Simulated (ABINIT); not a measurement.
# A GW chain in ABINIT: TaAgO3 (Pm-3m), part 2 of 3

Aim: the G0W0 gap of TaAgO3 (Pm-3m) on PBEsol, step by step.

ABINIT 10.8.3; PBEsol and many-body steps on it, plane waves. Known limits of the many-body steps: not at the basis limit; d shell near the gap, gap tends to lie low; no spin-orbit coupling; coarse k mesh.

So far. Step 2 (Ground state): The gap is indirect, with the least direct gap 0.58 eV higher.

### 3. Bands along the symmetry lines

Level of this step: DFT, PBEsol, plane waves, norm-conserving pseudopotentials (ABINIT).

Levels along a band path, at the cheap level, show where the edges lie and whether the meshes to come will hold them.

run.abi reads:

```
acell 3*1.0 Angstrom
rprim 
  3.999370000000 0.000000000000 0.000000000000
  0.000000000000 3.999370000000 0.000000000000
  0.000000000000 0.000000000000 3.999370000000
ntypat 3
znucl 73 47 8
natom 5
typat 1 2 3 3 3
xred 
  0.000000000000 0.000000000000 0.000000000000
  0.500000000000 0.500000000000 0.500000000000
  0.000000000000 0.000000000000 0.500000000000
  0.000000000000 0.500000000000 0.000000000000
  0.500000000000 0.000000000000 0.000000000000
pp_dirpath "pseudos"
pseudos "Ta.upf, Ag.upf, O.upf"
ecut 37
iscf -2
irdden 1
kptopt 0
nkpt 50
kpt 
  0.00000000 0.00000000 0.00000000
  0.00000000 0.06250000 0.00000000
  0.00000000 0.12500000 0.00000000
  0.00000000 0.18750000 0.00000000
  0.00000000 0.25000000 0.00000000
  0.00000000 0.31250000 0.00000000
  0.00000000 0.37500000 0.00000000
  0.00000000 0.43750000 0.00000000
  0.00000000 0.50000000 0.00000000
  0.06250000 0.50000000 0.00000000
  0.12500000 0.50000000 0.00000000
  0.18750000 0.50000000 0.00000000
  0.25000000 0.50000000 0.00000000
  0.31250000 0.50000000 0.00000000
  0.37500000 0.50000000 0.00000000
  0.43750000 0.50000000 0.00000000
  0.50000000 0.50000000 0.00000000
  0.43750000 0.43750000 0.00000000
  0.37500000 0.37500000 0.00000000
  0.31250000 0.31250000 0.00000000
  0.25000000 0.25000000 0.00000000
  0.18750000 0.18750000 0.00000000
  0.12500000 0.12500000 0.00000000
  0.06250000 0.06250000 0.00000000
  0.00000000 0.00000000 0.00000000
  0.06250000 0.06250000 0.06250000
  0.12500000 0.12500000 0.12500000
  0.18750000 0.18750000 0.18750000
  0.25000000 0.25000000 0.25000000
  0.31250000 0.31250000 0.31250000
  0.37500000 0.37500000 0.37500000
  0.43750000 0.43750000 0.43750000
  0.50000000 0.50000000 0.50000000
  0.43750000 0.50000000 0.43750000
  0.37500000 0.50000000 0.37500000
  0.31250000 0.50000000 0.31250000
  0.25000000 0.50000000 0.25000000
  0.18750000 0.50000000 0.18750000
  0.12500000 0.50000000 0.12500000
  0.06250000 0.50000000 0.06250000
  0.00000000 0.50000000 0.00000000
  0.50000000 0.50000000 0.50000000
  0.50000000 0.50000000 0.43750000
  0.50000000 0.50000000 0.37500000
  0.50000000 0.50000000 0.31250000
  0.50000000 0.50000000 0.25000000
  0.50000000 0.50000000 0.18750000
  0.50000000 0.50000000 0.12500000
  0.50000000 0.50000000 0.06250000
  0.50000000 0.50000000 0.00000000
istwfk *1
nband 32
nbdbuf 2
tolwfr 1e-08
nstep 40
prtwf 0
prtvol 0
indata_prefix "in"
outdata_prefix "out"
tmpdata_prefix "tmp"
```

Run with:

```console
OMP_NUM_THREADS=1 mpirun -n 4 abinit run.abi > log
```

Numbers of over 12 decimals in the logs are rounded to 6 here.

The log of the run:

```text
.Version 10.8.3 of ABINIT. v10.8.2 released Aug 2026.

 Symmetries : space group Pm -3 m (#221); Bravais cP (primitive cubic)
[... echo of the input left out ...]
== DATASET  1 ==================================================================
-   mpi_nproc: 4, omp_nthreads: 1 (-1 if OMP is not activated)

--- !DatasetInfo
iteration_state: {dtset: 1, }
dimensions: {natom: 5, nkpt: 50, mband: 32, nsppol: 1, nspinor: 1, nspden: 1, mpw: 4697, }
cutoff_energies: {ecut:  37.0, pawecutdg:  -1.0, }
electrons: {nelect:   5.00000000E+01, charge:   0.00000000E+00, occopt:   1.00000000E+00, tsmear:   1.00000000E-02, }

 Real(R)+Recip(G) space primitive vectors, cartesian coordinates (Bohr,Bohr^-1):
 R(1)=  7.5577140  0.0000000  0.0000000  G(1)=  0.1323151  0.0000000  0.0000000
 R(2)=  0.0000000  7.5577140  0.0000000  G(2)=  0.0000000  0.1323151  0.0000000
 R(3)=  0.0000000  0.0000000  7.5577140  G(3)=  0.0000000  0.0000000  0.1323151
 Unit cell volume ucvol=  4.3168937E+02 bohr^3
 Angles (23,13,12)=  9.00000000E+01  9.00000000E+01  9.00000000E+01 degrees

 getcut: wavevector=  0.0000  0.0000  0.0000  ngfft=  45  45  45
         ecut(hartree)=     37.000   => boxcut(ratio)=   2.12616

--- Pseudopotential description ------------------------------------------------
- Ta Generated using ONCVPSP code by D. R. Hamann
- 73.00000  13.00000  180301                  znucl, zion, pspdat
12 -116133 3 -1 1432                          pspcod,pspxc,lmax,lloc,mmax
     nproj     2     2     2     2
  pspatm : epsatm=   21.70780620
         --- l  ekb(1:nproj) -->
             0   11.480337    1.447149
             1    5.630373    0.817168
             2    1.844704    0.232364
[...]
pspatm: atomic psp has been read  and splines computed

- Ag Generated using ONCVPSP code by D. R. Hamann
- 47.00000  19.00000  180301                  znucl, zion, pspdat
12 -116133 2 -1 1538                          pspcod,pspxc,lmax,lloc,mmax
     nproj     2     2     2     0
  pspatm : epsatm=   27.64581140
         --- l  ekb(1:nproj) -->
[...]
pspatm: atomic psp has been read  and splines computed

- O Generated using ONCVPSP code by D. R. Hamann
-  8.00000   6.00000  180301                  znucl, zion, pspdat
12 -116133 2 -1 936                           pspcod,pspxc,lmax,lloc,mmax
     nproj     2     2     1     0
  pspatm : epsatm=    6.22910120
         --- l  ekb(1:nproj) -->
[...]
2   -1.335834
 pspatm: atomic psp has been read  and splines computed

--------------------------------------------------------------------------------

================================================================================
 prteigrs : about to open file out_EIG
 Non-SCF case, kpt    1 (  0.00000  0.00000  0.00000), residuals and eigenvalues=
  6.54E-09  3.33E-09  1.74E-09  5.32E-09  6.28E-09  3.05E-09  3.55E-09  5.34E-09
[...]
Non-SCF case, kpt   49 (  0.50000  0.50000  0.06250), residuals and eigenvalues=
[...]
5.2350E-01  5.2350E-01
 Non-SCF case, kpt   50 (  0.50000  0.50000  0.00000), residuals and eigenvalues=
[...]
1.4814E-01  1.6626E-01  1.7311E-01  1.7632E-01  2.0218E-01  2.0218E-01
  2.2261E-01  3.9502E-01  3.9502E-01  4.1111E-01  4.4684E-01  4.9360E-01
  5.2155E-01  5.2155E-01

--- !ResultsGS
iteration_state: {dtset: 1, }
comment   : Summary of ground state results
lattice_vectors:
- [  7.5577140,   0.0000000,   0.0000000, ]
- [  0.0000000,   7.5577140,   0.0000000, ]
- [  0.0000000,   0.0000000,   7.5577140, ]
lattice_lengths: [   7.55771,    7.55771,    7.55771, ]
lattice_angles: [ 90.000,  90.000,  90.000, ] # degrees, (23, 13, 12)
lattice_volume:   4.3168937E+02
convergence: {deltae:  0.000E+00, res2:  0.000E+00, residm:  9.993E-09, diffor:  0.000E+00, }
etotal    :  -2.69555367E+02
entropy   :   0.00000000E+00
fermie    :   2.22611329E-01
cartesian_stress_tensor: null
pressure_GPa: null
xred      :
- [  0.0000E+00,   0.0000E+00,   0.0000E+00, Ta]
- [  5.0000E-01,   5.0000E-01,   5.0000E-01, Ag]
- [  0.0000E+00,   0.0000E+00,   5.0000E-01,  O]
- [  0.0000E+00,   5.0000E-01,   0.0000E+00,  O]
- [  5.0000E-01,   0.0000E+00,   0.0000E+00,  O]
cartesian_forces: null
force_length_stats: {min: null, max: null, mean: null, }

 Integrated electronic density in atomic spheres:
 ------------------------------------------------
 Atom  Sphere_radius  Integrated_density
[...]
================================================================================

 ----iterations are completed or convergence reached----

 Mean square residual over all n,k,spin=   51.145E-10; max=  99.932E-10
 reduced coordinates (array xred) for    5 atoms
[...]
0.000000000000      0.500000000000      0.000000000000
       0.500000000000      0.000000000000      0.000000000000

 cartesian coordinates (angstrom) at end:
    1      0.000000     0.000000     0.000000
    2      1.999685     1.999685     1.999685
    3      0.000000     0.000000     1.999685
    4      0.000000     1.999685     0.000000
    5      1.999685     0.000000     0.000000
 length scales=  1.889726125908  1.889726125908  1.889726125908 bohr
              =  1.000000000000  1.000000000000  1.000000000000 angstroms
 prteigrs : about to open file out_EIG
 Eigenvalues (hartree) for nkpt=  50  k points:
 kpt#   1, nband= 32, wtk=  1.00000, kpt=  0.0000  0.0000  0.0000 (reduced coord)
[...]
kpt#   2, nband= 32, wtk=  1.00000, kpt=  0.0000  0.0625  0.0000 (reduced coord)
[...]
kpt#   3, nband= 32, wtk=  1.00000, kpt=  0.0000  0.1250  0.0000 (reduced coord)
[...]
kpt#  49, nband= 32, wtk=  1.00000, kpt=  0.5000  0.5000  0.0625 (reduced coord)
[...]
kpt#  50, nband= 32, wtk=  1.00000, kpt=  0.5000  0.5000  0.0000 (reduced coord)
[...]
0.13867    0.13867    0.14814    0.16626    0.17311    0.17632    0.20218    0.20218
   0.22261    0.39502    0.39502    0.41111    0.44684    0.49360    0.52155    0.52155

== END DATASET(S) ==============================================================
================================================================================

 -outvars: echo values of variables after computation  --------
            nband          32
             nkpt          50
          spgroup         221
 [... the other variables as echoed above ...]

 Calculation completed.
```

Run time: 99 s. Hardware: 4 MPI ranks of AMD EPYC 7571, shared host; peak memory 0.41 GiB.

This step gave:

```yaml
gap: 1.588 eV
k_of_the_valence_top: 0.5, 0.5, 0
k_of_the_conduction_bottom: 0, 0, 0
least_direct_gap: 2.171 eV
```

The gap is 1.588 eV, as in the run before at this level.

Electronic bands along the path, in eV, zero at the top of the highest filled band:

```
    point  band 22  band 23  band 24  band 25  band 26  band 27  band 28  band 29
        Γ    -1.37    -1.12    -1.12    -1.12     1.59     2.16     2.16     2.16
  halfway    -1.43    -0.59    -0.58    -0.58     2.08     2.88     3.45     3.45
        X    -1.36    -0.24    -0.17    -0.17     2.00     4.63     4.63     4.83
  halfway    -0.97    -0.75    -0.45    -0.28     3.42     4.66     4.71     5.41
        M    -1.26    -0.56    -0.56     0.00     4.69     4.69     5.13     6.10
  halfway    -1.07    -0.70    -0.63    -0.54     3.38     3.44     3.49     4.54
        Γ    -1.37    -1.12    -1.12    -1.12     1.59     2.16     2.16     2.16
  halfway    -1.21    -0.88    -0.21    -0.21     3.41     4.33     4.33     4.75
        R    -1.26    -0.33    -0.33    -0.33     3.32     6.04     6.04     6.04
  halfway    -1.07    -0.41    -0.34    -0.25     4.15     4.46     5.20     5.32
        X    -1.36    -0.24    -0.17    -0.17     2.00     4.63     4.63     4.83
jump to R    -1.26    -0.33    -0.33    -0.33     3.32     6.04     6.04     6.04
  halfway    -1.25    -0.36    -0.36    -0.15     4.13     5.20     5.20     6.07
        M    -1.26    -0.56    -0.56     0.00     4.69     4.69     5.13     6.10
```

### 4. Empty states on the mesh, 2×2×2 mesh, 55 bands

The sums over transitions need many empty states on a uniform mesh; this step solves for them.

run.abi reads:

```
acell 3*1.0 Angstrom
rprim 
  3.999370000000 0.000000000000 0.000000000000
  0.000000000000 3.999370000000 0.000000000000
  0.000000000000 0.000000000000 3.999370000000
ntypat 3
znucl 73 47 8
natom 5
typat 1 2 3 3 3
xred 
  0.000000000000 0.000000000000 0.000000000000
  0.500000000000 0.500000000000 0.500000000000
  0.000000000000 0.000000000000 0.500000000000
  0.000000000000 0.500000000000 0.000000000000
  0.500000000000 0.000000000000 0.000000000000
pp_dirpath "pseudos"
pseudos "Ta.upf, Ag.upf, O.upf"
ecut 37
ngkpt 2 2 2
nshiftk 1
shiftk 0 0 0
kptopt 1
chksymbreak 0
iscf -2
irdden 1
istwfk *1
nband 55
nbdbuf 4
tolwfr 1e-09
nstep 60
prtvol 0
indata_prefix "in"
outdata_prefix "out"
tmpdata_prefix "tmp"
```

The log of the run:

```text
.Version 10.8.3 of ABINIT. v10.8.2 released Aug 2026.

 Symmetries : space group Pm -3 m (#221); Bravais cP (primitive cubic)
[... echo of the input left out ...]
== DATASET  1 ==================================================================
-   mpi_nproc: 4, omp_nthreads: 1 (-1 if OMP is not activated)

--- !DatasetInfo
iteration_state: {dtset: 1, }
dimensions: {natom: 5, nkpt: 4, mband: 55, nsppol: 1, nspinor: 1, nspden: 1, mpw: 4697, }
cutoff_energies: {ecut:  37.0, pawecutdg:  -1.0, }
electrons: {nelect:   5.00000000E+01, charge:   0.00000000E+00, occopt:   1.00000000E+00, tsmear:   1.00000000E-02, }

 Real(R)+Recip(G) space primitive vectors, cartesian coordinates (Bohr,Bohr^-1):
 R(1)=  7.5577140  0.0000000  0.0000000  G(1)=  0.1323151  0.0000000  0.0000000
 R(2)=  0.0000000  7.5577140  0.0000000  G(2)=  0.0000000  0.1323151  0.0000000
 R(3)=  0.0000000  0.0000000  7.5577140  G(3)=  0.0000000  0.0000000  0.1323151
 Unit cell volume ucvol=  4.3168937E+02 bohr^3
 Angles (23,13,12)=  9.00000000E+01  9.00000000E+01  9.00000000E+01 degrees

 getcut: wavevector=  0.0000  0.0000  0.0000  ngfft=  45  45  45
         ecut(hartree)=     37.000   => boxcut(ratio)=   2.12616

--- Pseudopotential description ------------------------------------------------
- Ta Generated using ONCVPSP code by D. R. Hamann
- 73.00000  13.00000  180301                  znucl, zion, pspdat
12 -116133 3 -1 1432                          pspcod,pspxc,lmax,lloc,mmax
     nproj     2     2     2     2
  pspatm : epsatm=   21.70780620
         --- l  ekb(1:nproj) -->
             0   11.480337    1.447149
             1    5.630373    0.817168
             2    1.844704    0.232364
[...]
pspatm: atomic psp has been read  and splines computed

- Ag Generated using ONCVPSP code by D. R. Hamann
- 47.00000  19.00000  180301                  znucl, zion, pspdat
12 -116133 2 -1 1538                          pspcod,pspxc,lmax,lloc,mmax
     nproj     2     2     2     0
  pspatm : epsatm=   27.64581140
         --- l  ekb(1:nproj) -->
[...]
pspatm: atomic psp has been read  and splines computed

- O Generated using ONCVPSP code by D. R. Hamann
-  8.00000   6.00000  180301                  znucl, zion, pspdat
12 -116133 2 -1 936                           pspcod,pspxc,lmax,lloc,mmax
     nproj     2     2     1     0
  pspatm : epsatm=    6.22910120
         --- l  ekb(1:nproj) -->
[...]
2   -1.335834
 pspatm: atomic psp has been read  and splines computed

--------------------------------------------------------------------------------

================================================================================
 prteigrs : about to open file out_EIG
 Non-SCF case, kpt    1 (  0.00000  0.00000  0.00000), residuals and eigenvalues=
  2.03E-10  2.43E-10  1.82E-10  1.33E-10  9.10E-10  1.89E-10  1.62E-10  2.35E-10
  7.92E-10  1.58E-10  3.62E-10  2.78E-10  2.70E-10  5.80E-10  4.20E-10  6.46E-10
  1.70E-10  2.05E-10  5.92E-10  1.95E-10  3.85E-10  6.14E-10  1.27E-10  1.57E-10
[...]
3.95E-10  2.12E-10  3.93E-10  7.40E-08  2.48E-07  1.04E-04  2.68E-06
 -3.0455E+00 -2.2732E+00 -1.7063E+00 -1.7063E+00 -1.7063E+00 -1.0413E+00
 -1.0413E+00 -1.0413E+00 -4.3258E-01 -4.0214E-01 -4.0214E-01  1.0850E-01
  1.0850E-01  1.0850E-01  1.6158E-01  1.6158E-01  1.6477E-01  1.6477E-01
[...]
9.9070E-01  9.9070E-01  1.0332E+00  1.0332E+00  1.0332E+00  1.0918E+00
  1.2083E+00  1.2083E+00  1.2083E+00  1.3581E+00  1.3581E+00  1.3582E+00
  1.4061E+00
 prteigrs : prtvol=0 or 1, do not print more k-points.

--- !ResultsGS
iteration_state: {dtset: 1, }
comment   : Summary of ground state results
lattice_vectors:
- [  7.5577140,   0.0000000,   0.0000000, ]
- [  0.0000000,   7.5577140,   0.0000000, ]
- [  0.0000000,   0.0000000,   7.5577140, ]
lattice_lengths: [   7.55771,    7.55771,    7.55771, ]
lattice_angles: [ 90.000,  90.000,  90.000, ] # degrees, (23, 13, 12)
lattice_volume:   4.3168937E+02
convergence: {deltae:  0.000E+00, res2:  0.000E+00, residm:  9.925E-10, diffor:  0.000E+00, }
etotal    :  -2.69555367E+02
entropy   :   0.00000000E+00
fermie    :   2.22611329E-01
cartesian_stress_tensor: null
pressure_GPa: null
xred      :
- [  0.0000E+00,   0.0000E+00,   0.0000E+00, Ta]
- [  5.0000E-01,   5.0000E-01,   5.0000E-01, Ag]
- [  0.0000E+00,   0.0000E+00,   5.0000E-01,  O]
- [  0.0000E+00,   5.0000E-01,   0.0000E+00,  O]
- [  5.0000E-01,   0.0000E+00,   0.0000E+00,  O]
cartesian_forces: null
force_length_stats: {min: null, max: null, mean: null, }

 Integrated electronic density in atomic spheres:
 ------------------------------------------------
 Atom  Sphere_radius  Integrated_density
[...]
================================================================================

 ----iterations are completed or convergence reached----

 Mean square residual over all n,k,spin=   40.691E-11; max=  99.251E-11
 reduced coordinates (array xred) for    5 atoms
[...]
0.000000000000      0.500000000000      0.000000000000
       0.500000000000      0.000000000000      0.000000000000

 cartesian coordinates (angstrom) at end:
    1      0.000000     0.000000     0.000000
    2      1.999685     1.999685     1.999685
    3      0.000000     0.000000     1.999685
    4      0.000000     1.999685     0.000000
    5      1.999685     0.000000     0.000000
 length scales=  1.889726125908  1.889726125908  1.889726125908 bohr
              =  1.000000000000  1.000000000000  1.000000000000 angstroms
 prteigrs : about to open file out_EIG
 Eigenvalues (hartree) for nkpt=   4  k points:
 kpt#   1, nband= 55, wtk=  0.12500, kpt=  0.0000  0.0000  0.0000 (reduced coord)
[...]
0.65646    0.65646    0.66589    0.68018    0.68018    0.95342    0.95342    0.95342
   0.96620    0.99070    0.99070    0.99070    1.03324    1.03324    1.03324    1.09181
   1.20828    1.20828    1.20828    1.35813    1.35813    1.35818    1.40613
 prteigrs : prtvol=0 or 1, do not print more k-points.

== END DATASET(S) ==============================================================
================================================================================

 -outvars: echo values of variables after computation  --------
            nband          55
             nkpt           4
          spgroup         221
 [... the other variables as echoed above ...]

 Calculation completed.
```

The job ended after 21 s (4 MPI ranks; peak memory 0.32 GiB).

This step gave:

- gap: 1.588 eV
- k of the valence top: 0.5, 0.5, 0
- k of the conduction bottom: 0, 0, 0
- least direct gap: 2.171 eV
- k points computed: 4
- lowest point of the top converged band, above the valence top: 26.82 eV

On this mesh the gap is 1.588 eV.

### 5. Screening, 2×2×2 mesh, 51 bands, screening to 87.1 eV

The RPA dielectric matrix is built and inverted for each q.

This step: RPA screening on PBEsol, plane waves, norm-conserving pseudopotentials.

run.abi: that of step 4 with these lines changed.

```diff
@@ -23,10 +23,11 @@
 chksymbreak 0
-iscf -2
-irdden 1
 istwfk *1
-nband 55
-nbdbuf 4
-tolwfr 1e-09
-nstep 60
-prtvol 0
+occopt 1
+irdwfk 1
+optdriver 3
+nband 51
+ecuteps 3.2
+inclvkb 2
+awtr 1
+symchi 1
 indata_prefix "in"
```

The log of the run:

```text
.Version 10.8.3 of ABINIT. v10.8.2 released Aug 2026.

 Symmetries : space group Pm -3 m (#221); Bravais cP (primitive cubic)
[... echo of the input left out ...]
== DATASET  1 ==================================================================
-   mpi_nproc: 4, omp_nthreads: 1 (-1 if OMP is not activated)

--- !DatasetInfo
iteration_state: {dtset: 1, }
dimensions: {natom: 5, nkpt: 4, mband: 51, nsppol: 1, nspinor: 1, nspden: 1, mpw: 4697, }
cutoff_energies: {ecut:  37.0, pawecutdg:  -1.0, }
electrons: {nelect:   5.00000000E+01, charge:   0.00000000E+00, occopt:   1.00000000E+00, tsmear:   1.00000000E-02, }

 SCREENING: Calculation of the susceptibility and dielectric matrices

 Based on a program developped by R.W. Godby, V. Olevano, G. Onida, and L. Reining.
 Incorporated in ABINIT by V. Olevano, G.-M. Rignanese, and M. Torrent.
.Using double precision arithmetic ; gwpc =  8

[... cell and pseudopotentials left out ...]
--------------------------------------------------------------------------------

 ==== K-mesh for the wavefunctions ====
 Number of points in the irreducible wedge :     4
[... list of points left out ...]
 Together with 48 symmetry operations and time-reversal symmetry
 yields     8 points in the full Brillouin Zone.

 ==== Q-mesh for the screening function ====
 Number of points in the irreducible wedge :     4
[... list of points left out ...]
 Together with 48 symmetry operations and time-reversal symmetry
 yields     8 points in the full Brillouin Zone.

 setmesh: FFT mesh size selected  =    27x   27x   27
          total number of points  =        19683

 vcoul_init : cutoff-mode = AUXILIARY_FUNCTION
 q-points for optical limit:   1
     1)      0.000010    0.000020    0.000030

- screening: taking advantage of time-reversal symmetry
- Maximum band index for partially occupied states nbvw = 25
- Remaining bands to be divided among processors   nbcw = 26
- Number of bands treated by each node ~6

 Number of electrons calculated from density =   50.0000; Expected =   50.0000
 average of density, n =  0.115824
 r_s =    1.2726
 omega_plasma =   32.8288 [eV]

 calculating chi0 at frequencies [eV] :
  1    0.000000E+00    0.000000E+00
  2    0.000000E+00    3.282879E+01

--------------------------------------------------------------------------------
  q-point number  1        q = ( 0.000000, 0.000000, 0.000000) [r.l.u.]
--------------------------------------------------------------------------------
[... chi0 elements left out ...]
 For q-point:  0.000010 0.000020 0.000030
  dielectric constant =  11.4899
  dielectric constant without local fields =  11.8912

  Average fulfillment of the sum rule on Im[epsilon] for q-point    1 :     25.37  [%]
[... wings left out ...]
  q-point number  2        q = ( 0.500000, 0.000000, 0.000000) [r.l.u.]
--------------------------------------------------------------------------------
[... chi0 elements left out ...]
  Average fulfillment of the sum rule on Im[epsilon] for q-point    2 :     36.21  [%]

 [... 2 further q-points ...]
```

Wall time 16 s (4 MPI ranks); peak memory 0.65 GiB; 63 s of CPU time.

This step gave:

- ε∞ with local fields, on this mesh, along the program's q direction: 11.49
- the same without local fields: 11.89
- plasma frequency: 32.83 eV
- plane waves in the screening matrix: 123

Local fields lower ε∞ by 3 %. On a Γ-centred mesh this coarse the value itself is usually too large, while a short band sum pulls it down.

[end of part 2 of 3]

[Paths, hosts, dates, memory and timing lines, banners, echoed tables and standing remarks are left out of the program output.]

[Logs are printed without paths, hosts, clocks, repeated set-up lines and the standing remarks that a program may print on its own settings, such as how far it seeks lower states.]

[Runs of the session that timed out or met a known fault of the program may be left out.]

[Hosts, paths, dates, database ids (printed as entryN), source tags and the programs' standing remarks are cut or masked in the printed files.]

[G0W0 gaps are taken among the corrected bands and points alone; a level outside them can change the order at an edge.]

[Where Ansatz stands beside ABINIT at settings called matched, ABINIT's density can come from a denser mesh and the files from another edition; pairs whose starting gaps differed by over 0.03 eV were left out, so agreement reads better than it is.]
